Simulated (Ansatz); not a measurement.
## Lattice dynamics of ScIr3C (Pm-3m)

Aim: the vibrations of ScIr3C (Pm-3m), their spectra, and whether the structure is stable.

Calculated with Ansatz 0.2.0; DFT PBEsol, scalar-relativistic, plane waves, PAW; PAW set soft_1.

### Step 1. The structure

The structure is cubic, space group Pm-3m (No. 221). Conventional cell: a = 4.685 Å, b = 4.685 Å, c = 4.685 Å, α = 90.00°, β = 90.00°, γ = 90.00°. Sc has 6 Ir at 2.34 Å nearest. Nearest to Ir lie 2 Sc at 2.34 Å. C has 12 Ir at 3.31 Å nearest. Farther neighbours are not listed.

### Step 2. Relaxation

The cell and atoms are relaxed, since residual forces and stress would shift the frequencies.

File input.yaml:

```yaml
crystal:
  lattice:
    - [4.685136, 0.0, 0.0]
    - [0.0, 4.685136, 0.0]
    - [0.0, 0.0, 4.685136]
  atoms:
    - { symbol: Sc, position: [0.0, 0.0, 0.0] }
    - { symbol: Ir, position: [0.5, 0.0, 0.0] }
    - { symbol: Ir, position: [0.0, 0.5, 0.0] }
    - { symbol: Ir, position: [0.0, 0.0, 0.5] }
    - { symbol: C, position: [0.5, 0.5, 0.5] }
kpoints:
  mp_grid: { grid: [8, 8, 8] }
hamiltonian:
  xc: pbesol
  pseudopotentials: { kind: paw, azcp: { folder: soft_1 }, xc_functional: pbe }
scf:
  occupations: { method: gaussian, width: 0.1 }
output:
  forces: true
  stress: true
  eigenvalues: true
  write_density: true
  write_potential: true
  elf: true
  volumetric_format: npy
relax:
  adjacent_minimum: "off"
  f_tol: 0.005
  max_steps: 80
  cell: { stress_tol: 0.05 }
```

Run with:

```sh
$ ansatz run input.yaml --threads 4 --pin off --max-ram 10240MiB --backend cpu --events-out ev --progress --plain --runs-dir out
```

Numbers of over 12 decimals in the logs are rounded to 6 here.

The program printed:

```text
Engine: ansatz 0.2.0, x86_64-unknown-linux-gnu
Pseudopotentials: kind: paw
Pseudopotential: Sc, paw, valence charge 11, recommended cutoff 420 eV (normal), soft_1/Sc.paw.azcp
Pseudopotential: Ir, paw, valence charge 17, recommended cutoff 420 eV (normal), soft_1/Ir.paw.azcp
Pseudopotential: C, paw, valence charge 4, recommended cutoff 420 eV (normal), soft_1/C.paw.azcp
Functional definition: PBEsol
  exchange = pbesol_x
  correlation = pbesol_c
Crystal: 5 atoms, lattice volume = 102.841 Å³
Basis set: ecut = 420 eV, 2007 PW (Γ), exchange–correlation on 64×64×64 points (8 copies of the dense FFT grid, shifted against one another)
Bands: 40, of which v1, the nominal top of the filled ones, is band 33 counted from 1 (32 counted from 0)
Symmetry: 48 space group operations
Space group: Pm-3m (ITA 221), of the structure as read, at distance tolerance 4.7e-5 Å
k-points: 35 of 512
Non-local potential: Sc, projectors of the file, l = 0: 3, l = 1: 2, l = 2: 3, l = 3: 1
Non-local potential: Ir, projectors of the file, l = 0: 3, l = 1: 2, l = 2: 2, l = 3: 1
Non-local potential: C, projectors of the file, l = 0: 2, l = 1: 2, l = 2: 1
PAW form: soft (Blöchl's): semilocal exchange-correlation on the pseudo side does not see the compensation charge
PAW frozen core: Sc, regenerated for the run's functional, and the local potential with it (the file was generated under x = pbe(κ = 0.804, μ = 0.219515), c = pbe(β = 0.066725))
PAW frozen core: Ir, regenerated for the run's functional, and the local potential with it (the file was generated under x = pbe(κ = 0.804, μ = 0.219515), c = pbe(β = 0.066725))
PAW frozen core: C, regenerated for the run's functional, and the local potential with it (the file was generated under x = pbe(κ = 0.804, μ = 0.219515), c = pbe(β = 0.066725))
PAW one-centre angular grid: Sc, 590 points (default); XC on 64 Gauss nodes
PAW one-centre angular grid: Ir, 590 points (default); XC on 64 Gauss nodes
PAW one-centre angular grid: C, 110 points (default); XC on 64 Gauss nodes
Initial density: superposition of atomic densities (chi_scale 0.1, normalization cell), built separately for each of the 2 bonded fragments (scf.initial_density.interfragment_charge_transfer: auto; true builds it for the cell as a whole; a typed value also counts as a typed key of the start: scf.initial_density.chi_scale says what that changes, if anything)
Initial wavefunctions: pseudopotential atomic-orbital guess
Functional: x = pbesol(κ = 0.804, μ = 0.123457), c = pbesol(β = 0.046)
SCF iter   1: F=—  HF=-37750.102641 eV  |F-HF|=—  |Δ(HF+E_count)|=         —  Δρ=1.25e-1  dr2=4.32e1  ethr=3.10e-3  ⟨swp⟩=5.2  Hψ=4694  notcnv=0
preconditioner: auto → Kerker (q_TF=auto, 2.534 Å⁻¹)  [metal: Δε(μ)=0.004 eV  Ē_g=4.117 eV  σ=0.100 eV  W_gap=0.02  n_scr=26 (ndim 8)  ℏωp=21.4 eV  f_vac=0.000  D(μ)=8.15/eV (n_scr^D=80)]
SCF iter   2: F=—  HF=-37745.874860 eV  |F-HF|=—  |Δ(HF+E_count)|=    4.23e0  Δρ=6.45e-2  dr2=1.29e1  ethr=3.10e-3  ⟨swp⟩=2.7  Hψ=2506  notcnv=0  defer=49
SCF iter   3: F=—  HF=-37744.240505 eV  |F-HF|=—  |Δ(HF+E_count)|=    1.63e0  Δρ=5.07e-2  dr2=5.08e0  ethr=3.10e-3  ⟨swp⟩=2.9  Hψ=2533  notcnv=0  defer=43
SCF iter   4: F=—  HF=-37743.766843 eV  |F-HF|=—  |Δ(HF+E_count)|=   4.74e-1  Δρ=2.10e-2  dr2=8.40e-1  ethr=3.10e-3  ⟨swp⟩=2.5  Hψ=1860  notcnv=0  defer=24
SCF iter   5: F=—  HF=-37743.661640 eV  |F-HF|=—  |Δ(HF+E_count)|=   1.05e-1  Δρ=7.67e-3  dr2=1.37e-1  ethr=1.27e-3  ⟨swp⟩=2.7  Hψ=2238  notcnv=0  defer=24
SCF iter   6: F=—  HF=-37743.655051 eV  |F-HF|=—  |Δ(HF+E_count)|=   6.59e-3  Δρ=4.69e-3  dr2=5.01e-2  ethr=2.08e-4  ⟨swp⟩=1.1  Hψ=1481  notcnv=0  defer=22
SCF iter   7: F=—  HF=-37743.650595 eV  |F-HF|=—  |Δ(HF+E_count)|=   4.46e-3  Δρ=1.51e-3  dr2=5.20e-3  ethr=7.60e-5  ⟨swp⟩=1.1  Hψ=1377  notcnv=0  defer=22
SCF iter   8: F=—  HF=-37743.650114 eV  |F-HF|=—  |Δ(HF+E_count)|=   4.80e-4  Δρ=8.85e-5  dr2=1.03e-5  ethr=7.88e-6  ⟨swp⟩=1.1  Hψ=1379  notcnv=0  defer=22
SCF iter   9: F=—  HF=-37743.650057 eV  |F-HF|=—  |Δ(HF+E_count)|=   5.70e-5  Δρ=1.42e-4  dr2=4.43e-5  ethr=1.57e-8  ⟨swp⟩=2.0  Hψ=2081  notcnv=0  defer=23
SCF iter  10: F=—  HF=-37743.650053 eV  |F-HF|=—  |Δ(HF+E_count)|=   4.21e-6  Δρ=1.43e-5  dr2=3.83e-7  ethr=1.57e-8  ⟨swp⟩=2.0  Hψ=1912  notcnv=0  defer=23
SCF iter  11: F=-37743.650053 eV  HF=-37743.650053 eV  |F-HF|=2.98e-9  |Δ(HF+E_count)|=   4.47e-8  Δρ=2.16e-6  dr2=5.34e-9  ethr=1.52e-10  ⟨swp⟩=10.9  Hψ=8484  notcnv=0
the search or the solves at the SCF's close seem to have found levels that the self-consistency loop had missed (the run counts 1). By its estimate they hold under 1e-12 electrons; where the run keeps them, the occupations were computed again with them
SCF 1 converged in 11 iterations: F = -37743.650053 eV  dr2 = 5.34e-9
  greatest PAW one-centre occupation: 1.000 electrons in one spin orbital (limit 2), on the Ir atom at site 3 (counted from 0), in its partial waves of l = 0
relax step   1: F+E_penalty+E_count = -37743.65005284 eV  Δ(F+E_penalty+E_count) = +0.000e0 eV  max|allowed force component| = 1.998e-29 eV/Å  Δτ_max = 0.0000 Å  P = -5.882 GPa  Ω = 102.841 Å³  (11 SCF iters, dr2 threshold 1.00e-7 eV, accepted)
Crystal: 5 atoms, lattice volume = 95.642 Å³
Basis set: ecut = 420 eV, 1863 PW (Γ), exchange–correlation on 64×64×64 points (8 copies of the dense FFT grid, shifted against one another)
Initial density: handed on by an earlier stage of this run
Initial wavefunctions: those handed on with the density
iter 1 solved again at ethr=7.72e-4 eV; its pass at ethr=3.10e-3 eV (dr2=5.10e-1 eV) is discarded
SCF iter   1: F=—  HF=-37743.861849 eV  |F-HF|=—  |Δ(HF+E_count)|=         —  Δρ=1.30e-2  dr2=5.14e-1  ethr=7.72e-4  ⟨swp⟩=1.1  Hψ=6301  notcnv=0
preconditioner: auto → Kerker (q_TF=auto, 2.565 Å⁻¹)  [metal: Δε(μ)=0.038 eV  Ē_g=4.397 eV  σ=0.100 eV  W_gap=0.21  n_scr=26 (ndim 8)  ℏωp=22.1 eV  f_vac=0.000  D(μ)=6.57/eV (n_scr^D=80)]
SCF iter   2: F=—  HF=-37743.805465 eV  |F-HF|=—  |Δ(HF+E_count)|=   5.64e-2  Δρ=6.94e-3  dr2=1.73e-1  ethr=7.72e-4  ⟨swp⟩=2.1  Hψ=1528  notcnv=0
SCF iter   3: F=—  HF=-37743.776434 eV  |F-HF|=—  |Δ(HF+E_count)|=   2.90e-2  Δρ=1.44e-3  dr2=3.55e-3  ethr=2.63e-4  ⟨swp⟩=2.1  Hψ=2118  notcnv=0
SCF iter   4: F=—  HF=-37743.775624 eV  |F-HF|=—  |Δ(HF+E_count)|=   8.10e-4  Δρ=5.00e-4  dr2=3.24e-4  ethr=5.37e-6  ⟨swp⟩=2.1  Hψ=1935  notcnv=0  defer=2
SCF iter   5: F=—  HF=-37743.775523 eV  |F-HF|=—  |Δ(HF+E_count)|=   1.00e-4  Δρ=1.24e-4  dr2=2.32e-5  ethr=4.90e-7  ⟨swp⟩=2.0  Hψ=1899  notcnv=0  defer=2
SCF iter   6: F=—  HF=-37743.775525 eV  |F-HF|=—  |Δ(HF+E_count)|=   1.31e-6  Δρ=4.06e-5  dr2=1.64e-6  ethr=3.51e-8  ⟨swp⟩=1.6  Hψ=1555  notcnv=0  defer=2
SCF iter   7: F=-37743.775525 eV  HF=-37743.775525 eV  |F-HF|=6.92e-9  |Δ(HF+E_count)|=   1.77e-7  Δρ=9.59e-6  dr2=6.72e-8  ethr=7.58e-10  ⟨swp⟩=10.1  Hψ=9323  notcnv=0
SCF 2 converged in 7 iterations: F = -37743.775525 eV  dr2 = 6.72e-8
relax step   2: F+E_penalty+E_count = -37743.77552494 eV  Δ(F+E_penalty+E_count) = -1.255e-1 eV  max|allowed force component| = 2.561e-29 eV/Å  Δτ_max = 0.0000 Å  P = +0.885 GPa  Ω = 95.642 Å³  energy of the carried Pulay correction = +2.255e-3 eV  (7 SCF iters, dr2 threshold 5.00e-7 eV, accepted)
Crystal: 5 atoms, lattice volume = 96.526 Å³
iter 1 solved again at ethr=1.50e-5 eV; its pass at ethr=3.10e-3 eV (dr2=9.90e-3 eV) is discarded
SCF iter   1: F=—  HF=-37743.778913 eV  |F-HF|=—  |Δ(HF+E_count)|=         —  Δρ=1.75e-3  dr2=9.57e-3  ethr=1.50e-5  ⟨swp⟩=2.1  Hψ=6027  notcnv=0
preconditioner: auto → Kerker (q_TF=auto, 2.561 Å⁻¹)  [metal: Δε(μ)=0.013 eV  Ē_g=4.325 eV  σ=0.100 eV  W_gap=0.07  n_scr=26 (ndim 8)  ℏωp=22.0 eV  f_vac=0.000  D(μ)=7.90/eV (n_scr^D=80)]
SCF iter   2: F=—  HF=-37743.777927 eV  |F-HF|=—  |Δ(HF+E_count)|=   9.86e-4  Δρ=9.14e-4  dr2=3.06e-3  ethr=1.45e-5  ⟨swp⟩=1.0  Hψ=1400  notcnv=0
SCF iter   3: F=—  HF=-37743.777423 eV  |F-HF|=—  |Δ(HF+E_count)|=   5.04e-4  Δρ=2.07e-4  dr2=1.15e-4  ethr=4.64e-6  ⟨swp⟩=1.2  Hψ=1414  notcnv=0
SCF iter   4: F=—  HF=-37743.777349 eV  |F-HF|=—  |Δ(HF+E_count)|=   7.45e-5  Δρ=7.93e-5  dr2=9.53e-6  ethr=1.74e-7  ⟨swp⟩=2.0  Hψ=1622  notcnv=0
SCF iter   5: F=—  HF=-37743.777347 eV  |F-HF|=—  |Δ(HF+E_count)|=   2.11e-6  Δρ=2.23e-5  dr2=7.10e-7  ethr=1.44e-8  ⟨swp⟩=2.0  Hψ=1982  notcnv=0
SCF iter   6: F=-37743.777347 eV  HF=-37743.777347 eV  |F-HF|=1.93e-8  |Δ(HF+E_count)|=   2.17e-8  Δρ=5.50e-6  dr2=5.75e-8  ethr=7.58e-10  ⟨swp⟩=9.0  Hψ=8690  notcnv=0
SCF 3 converged in 6 iterations: F = -37743.777347 eV  dr2 = 5.75e-8
  greatest PAW one-centre occupation: 1.000 electrons in one spin orbital (limit 2), on the Ir atom at site 1 (counted from 0), in its partial waves of l = 0
relax step   3: F+E_penalty+E_count = -37743.77734673 eV  Δ(F+E_penalty+E_count) = -1.822e-3 eV  max|allowed force component| = 1.015e-29 eV/Å  Δτ_max = 0.0000 Å  P = -0.111 GPa  Ω = 96.526 Å³  energy of the carried Pulay correction = +1.969e-3 eV  (6 SCF iters, dr2 threshold 5.00e-7 eV, accepted)
[...]
relax step   4: F+E_penalty+E_count = -37743.77741410 eV  Δ(F+E_penalty+E_count) = -6.737e-5 eV  max|allowed force component| = 4.812e-30 eV/Å  Δτ_max = 0.0000 Å  P = -0.002 GPa  Ω = 96.426 Å³  energy of the carried Pulay correction = +2.001e-3 eV  (6 SCF iters, dr2 threshold 3.10e-8 eV, accepted)
Initial wavefunctions: pseudopotential atomic-orbital guess (no wavefunctions were taken with the density)
iter 1 solved again at ethr=4.01e-7 eV; its pass at ethr=3.10e-3 eV (dr2=2.65e-4 eV) is discarded
SCF iter   1: F=—  HF=-37743.775622 eV  |F-HF|=—  |Δ(HF+E_count)|=         —  Δρ=1.15e-4  dr2=2.54e-6  ethr=4.01e-7  ⟨swp⟩=3.0  Hψ=7912  notcnv=0
preconditioner: auto → Kerker (q_TF=auto, 2.561 Å⁻¹)  [metal: Δε(μ)=0.019 eV  Ē_g=4.332 eV  σ=0.100 eV  W_gap=0.11  n_scr=26 (ndim 8)  ℏωp=22.0 eV  f_vac=0.000  D(μ)=7.77/eV (n_scr^D=80)]
SCF iter   2: F=—  HF=-37743.775579 eV  |F-HF|=—  |Δ(HF+E_count)|=   4.27e-5  Δρ=5.94e-5  dr2=5.98e-7  ethr=3.85e-9  ⟨swp⟩=2.3  Hψ=2133  notcnv=0
SCF iter   3: F=—  HF=-37743.775580 eV  |F-HF|=—  |Δ(HF+E_count)|=   6.78e-7  Δρ=3.67e-6  dr2=3.66e-9  ethr=9.06e-10  ⟨swp⟩=2.2  Hψ=2398  notcnv=0
SCF iter   4: F=—  HF=-37743.775580 eV  |F-HF|=—  |Δ(HF+E_count)|=   4.21e-9  Δρ=5.59e-7  dr2=2.73e-10  ethr=5.54e-12  ⟨swp⟩=2.1  Hψ=1977  notcnv=0
iter 5 did not close the SCF: its close was put off for the readings that it lacked (scf_convergence_deferred on its scf_iter line)
SCF iter   5: F=-37743.775580 eV  HF=-37743.775580 eV  |F-HF|=1.46e-11  |Δ(HF+E_count)|=  9.46e-11  Δρ=1.05e-7  dr2=9.50e-12  ethr=1.00e-12  ⟨swp⟩=1.1  Hψ=1402  notcnv=0
SCF iter   6: F=-37743.775580 eV  HF=-37743.775580 eV  |F-HF|=0.00e0  |Δ(HF+E_count)|=    0.00e0  Δρ=3.02e-8  dr2=9.30e-13  ethr=1.00e-12  ⟨swp⟩=4.0  Hψ=5542  notcnv=0
SCF 5 converged in 6 iterations: F = -37743.775580 eV  dr2 = 9.30e-13
relax step   5: F+E_penalty+E_count = -37743.77557967 eV  Δ(F+E_penalty+E_count) = +1.834e-3 eV  max|allowed force component| = 2.419e-30 eV/Å  Δτ_max = 0.0000 Å  P = -0.011 GPa  Ω = 96.426 Å³  stress off target by 1.10e-2 GPa  SCF on the basis re-selected at this cell (its energy is not comparable with the rows above)  (6 SCF iters)
basis re-selected at this cell: Δ(F+E_penalty+E_count) = +1.834e-3 eV, ΔP = -0.009 GPa vs the last step (what re-selecting the basis moved, of the pressure what is left beyond the Pulay correction that the steps carried, after the strain that the cell walked since its last selection, with what the two solves' SCF thresholds leave and, on support functions, any second-order correction that the steps lacked; it is no m [...]
SCF converged after 6 iterations
Free energy (F): -37743.775580 eV
Harris-Foulkes:  -37743.775580 eV  (|F-HF|=0.00e0)
Internal energy: -37743.736731 eV  (E = F + TS)
E sigma→0 (E₀):  -37743.756155 eV
Entropy (-TS):   -0.038849 eV (-7.770 meV/atom)
Fermi energy:    12.032155 eV
--- Per-component energies (eV) ---
  E_band       = -955.747836
  E_kinetic    = 1914.198268
  E_local      = -7205.793499  (includes V_loc(G=0)·N_el)
  E_nonlocal   = 757.842221
  E_hartree    = 2765.470242
  E_xc         = -808.347958
  E_vxc        = -917.846582  (∫ρ·V_xc dr)
  E_paw        = -28456.536352  (= ΣΔE_a)
  E_vpaw       = -1035.089870  (= ΣTr[D̂ρ^β])
  E_aug_tail   = 0.001140  (compensation charges beyond the density's cutoff)
  E_ewald      = -6711.516964
  E_core_change = 0.946170  (= ΣΔE_core)
  E_smearing   = -0.038849  (= −TS)
  E_closure    = -0.000000  (closes the sum)
  Σ components = -37743.775580   (vs F -37743.775580, Δ=0.00e0)
--- Forces (eV/Å), atoms counted from 1 ---
  atom   1  Sc    -0.00000000     0.00000000     0.00000000
  atom   2  Ir     0.00000000     0.00000000    -0.00000000
  atom   3  Ir    -0.00000000     0.00000000     0.00000000
  atom   4  Ir    -0.00000000    -0.00000000    -0.00000000
  atom   5  C      0.00000000    -0.00000000     0.00000000
  max |Σ_I F_I| component: 5.13e-30 eV/Å
--- Stress (GPa, compression-positive) ---
       -0.011029       0.000000       0.000000
        0.000000      -0.011029      -0.000000
        0.000000      -0.000000      -0.011029
  P = ⅓ Tr σ = -0.0110 GPa (-0.110 kbar)
--- Band table (eV; the first three rows and the last of 35) ---
  k-point 0: bands = [... 29 lower, 11.2599, 11.2599, 11.2599, 12.2449, 12.2449, 12.2449, 12.4758, 14.8239, ... 3 higher]
  k-point 1: bands = [... 29 lower, 11.4583, 11.6363, 11.6363, 12.1738, 12.1738, 12.2450, 12.3848, 14.5043, ... 3 higher]
  k-point 2: bands = [... 29 lower, 11.4237, 11.4237, 11.5869, 12.1136, 12.2455, 12.4237, 12.4237, 14.0718, ... 3 higher]
  k-point 34: bands = [... 29 lower, 11.1469, 11.6865, 11.6865, 12.2190, 12.2190, 12.2190, 13.6417, 14.1896, ... 3 higher]
--- Relaxed structure (4 steps of the walk, 4 accepted, 1 SCFs on fresh bases) ---
  F+E_penalty+E_count = -37743.77557967 eV   max|allowed force component| = 2.419e-30 eV/Å   (the final SCF, on the basis selected at the relaxed cell)
  cell:  # Å, volume = 96.4260 Å³
    - [4.585620, 0, 0]
    - [0, 4.585620, 0.0]
    - [0, 0.0, 4.585620]
  atoms:
    - { symbol: Sc, position: [0, 0, 0] }
    - { symbol: Ir, position: [0.5, 0, 0] }
    - { symbol: Ir, position: [0, 0.5, 0] }
    - { symbol: Ir, position: [0, 0, 0.5] }
    - { symbol: C, position: [0.5, 0.5, 0.5] }
```

Run time: 8.8 s. Hardware: 4 threads of Intel Xeon Platinum 8488C (Sapphire Rapids), shared host; peak memory 0.55 GiB; 32 s of CPU time.

The steps of the relaxation:

| step | energy less that of the first step (eV) | largest force component (eV/Å) | pressure (GPa) | volume (Å³) |
| --- | --- | --- | --- | --- |
| 1 | 0.0000 | 0.0000 | -5.88 | 102.84 |
| 2 | -0.1255 | 0.0000 | 0.88 | 95.64 |
| 3 | -0.1273 | 0.0000 | -0.11 | 96.53 |
| 4 | -0.1274 | 0.0000 | 0.00 | 96.43 |
| 5* | -0.1255 | 0.0000 | -0.01 | 96.43 |

Relaxation steps marked * repeat the geometry before them on a plane-wave basis chosen anew for their cell, so energy and pressure can jump there.

The run keeps the 48 symmetry operations that it works with, so distortions that break them were not tested.

| conventional cell, symmetrised | before | after | change |
| --- | --- | --- | --- |
| a (Å) | 4.685 | 4.586 | -2.1 % |
| b (Å) | 4.685 | 4.586 | -2.1 % |
| c (Å) | 4.685 | 4.586 | -2.1 % |
| volume (Å³/atom) | 20.57 | 19.29 | -6.2 % |

The relaxed structure:

```cif
data_structure
_symmetry_space_group_name_H-M 'P 1'
_symmetry_Int_Tables_number 1
_cell_length_a 4.5856
_cell_length_b 4.5856
_cell_length_c 4.5856
_cell_angle_alpha 90.000
_cell_angle_beta 90.000
_cell_angle_gamma 90.000
_cell_volume 96.43
loop_
_atom_site_label
_atom_site_type_symbol
_atom_site_fract_x
_atom_site_fract_y
_atom_site_fract_z
_atom_site_occupancy
Sc1 Sc 0.00000 0.00000 0.00000 1
Ir2 Ir 0.50000 0.00000 0.00000 1
Ir3 Ir 0.00000 0.50000 0.00000 1
Ir4 Ir 0.00000 0.00000 0.50000 1
C5 C 0.50000 0.50000 0.50000 1
```

Numbers from this step:

```
pressure          : -0.01103 GPa
volume per atom   : 19.29 Å³
gap on the k-mesh : 0 eV
```

Valence density in the ac plane at fractional y = 0.000, with atoms of Sc and Ir within 0.2 Å of it. It is the smooth field of the valence electrons, not physical close to the nuclei.

Values in e/Å³, 13 rows by 14 columns, each cell a mean:
```
7.2 4.7 1.6 0.6 1.2 4.0 7.6 8.5 6.3 2.6 0.8 0.7 2.6 5.9
2.9 1.8 0.6 0.4 0.6 1.6 3.6 4.2 2.8 1.1 0.5 0.4 1.0 2.3
0.8 0.6 0.3 0.3 0.3 0.5 0.8 0.9 0.7 0.4 0.3 0.3 0.4 0.7
1.3 0.9 0.5 0.3 0.2 0.2 0.2 0.2 0.2 0.2 0.2 0.3 0.6 1.1
4.8 3.2 1.2 0.4 0.2 0.1 0.1 0.1 0.1 0.1 0.2 0.6 1.8 4.0
8.7 6.6 2.6 0.5 0.2 0.1 0.1 0.1 0.1 0.1 0.3 1.1 4.1 7.7
9.4 7.3 3.0 0.6 0.2 0.1 0.1 0.1 0.1 0.1 0.3 1.2 4.7 8.4
6.8 4.8 1.8 0.4 0.2 0.1 0.1 0.1 0.1 0.1 0.2 0.8 2.9 5.8
2.4 1.6 0.7 0.3 0.2 0.1 0.1 0.1 0.1 0.1 0.2 0.4 1.0 1.9
0.7 0.6 0.4 0.2 0.2 0.3 0.4 0.5 0.4 0.3 0.2 0.3 0.4 0.6
1.6 1.0 0.4 0.3 0.5 1.0 2.0 2.4 1.6 0.7 0.4 0.3 0.6 1.3
5.4 3.4 1.1 0.5 1.0 3.0 6.0 6.9 4.9 1.9 0.7 0.6 1.8 4.3
8.5 5.9 2.0 0.7 1.5 4.9 8.7 9.5 7.5 3.3 1.0 0.9 3.4 7.2
```
Columns run along a (4.6 Å), rows up along c (4.6 Å). Atoms in or near the plane, at fractional coordinates: Sc at (0.00, 0.00), Ir at (0.50, 0.00), Ir at (0.00, 0.50).

Electrostatic potential energy in the ac plane at fractional y = 0.000, with atoms of Sc and Ir within 0.2 Å of it. With pseudopotentials it is smooth inside the atoms' cores, unlike the true potential.

Ten even steps from '_' (-62 eV) to '@' (17 eV), each cell a mean:
```
::--**%%##--____..==####++--
++**##%%%%**--::==##%%%%##++
##%%%%@@@@%%####%%%%@@@@%%##
####%%@@@@@@@@@@@@@@@@@@%%##
::--**@@@@@@@@@@@@@@@@%%++--
__..==%%@@@@@@@@@@@@@@##::__
____--%%@@@@@@@@@@@@@@**::__
..::++%%@@@@@@@@@@@@@@##==..
++**%%@@@@@@@@@@@@@@@@%%##++
##%%%%@@@@@@%%%%%%@@@@@@%%%%
**##%%@@%%##++==**%%@@%%##**
--==**%%##==..__::++%%%%**==
..--++##**::______==####==::
```
Columns run along a (4.6 Å; values clipped at the 3rd and 97th percentile), rows up along c (4.6 Å). Atoms in or near the plane, at fractional coordinates: Sc at (0.00, 0.00), Ir at (0.50, 0.00), Ir at (0.00, 0.50).

ELF in the ac plane at fractional y = 0.000, with atoms of Sc and Ir within 0.2 Å of it. It is the smooth field of the valence electrons, not physical close to the nuclei.

Values, 13 rows by 14 columns, each cell a mean:
```
0.33 0.55 0.47 0.24 0.43 0.56 0.54 0.51 0.56 0.53 0.36 0.27 0.57 0.48
0.58 0.48 0.24 0.22 0.34 0.43 0.52 0.54 0.48 0.39 0.31 0.17 0.34 0.54
0.29 0.23 0.19 0.27 0.31 0.29 0.32 0.34 0.30 0.30 0.31 0.23 0.20 0.26
0.44 0.38 0.32 0.32 0.31 0.26 0.22 0.21 0.23 0.28 0.32 0.31 0.34 0.41
0.59 0.53 0.38 0.27 0.26 0.22 0.17 0.15 0.18 0.24 0.26 0.30 0.44 0.56
0.49 0.55 0.49 0.28 0.21 0.16 0.11 0.10 0.13 0.19 0.22 0.36 0.53 0.53
0.45 0.55 0.51 0.29 0.20 0.15 0.10 0.09 0.12 0.18 0.22 0.38 0.55 0.52
0.56 0.55 0.43 0.27 0.23 0.19 0.14 0.13 0.16 0.21 0.24 0.32 0.49 0.56
0.55 0.47 0.34 0.30 0.29 0.25 0.20 0.19 0.21 0.27 0.30 0.31 0.39 0.51
0.29 0.26 0.25 0.30 0.31 0.27 0.25 0.26 0.25 0.29 0.32 0.28 0.25 0.27
0.46 0.34 0.18 0.23 0.32 0.36 0.44 0.47 0.41 0.34 0.30 0.18 0.23 0.40
0.52 0.58 0.38 0.22 0.39 0.51 0.55 0.56 0.55 0.47 0.33 0.22 0.49 0.57
0.11 0.48 0.54 0.26 0.47 0.59 0.50 0.44 0.55 0.57 0.38 0.31 0.60 0.32
```
Columns run along a (4.6 Å), rows up along c (4.6 Å). Atoms in or near the plane, at fractional coordinates: Sc at (0.00, 0.00), Ir at (0.50, 0.00), Ir at (0.00, 0.50).

In this step the volume went from 20.57 to 19.29 Å³/atom.

[end of part 1 of 3]

[Logs are printed without paths, hosts, clocks, repeated set-up lines and the standing remarks that a program may print on its own settings, such as how far it seeks lower states.]

[Hosts, paths, dates, database ids (printed as entryN), source tags and the programs' standing remarks are cut or masked in the printed files.]
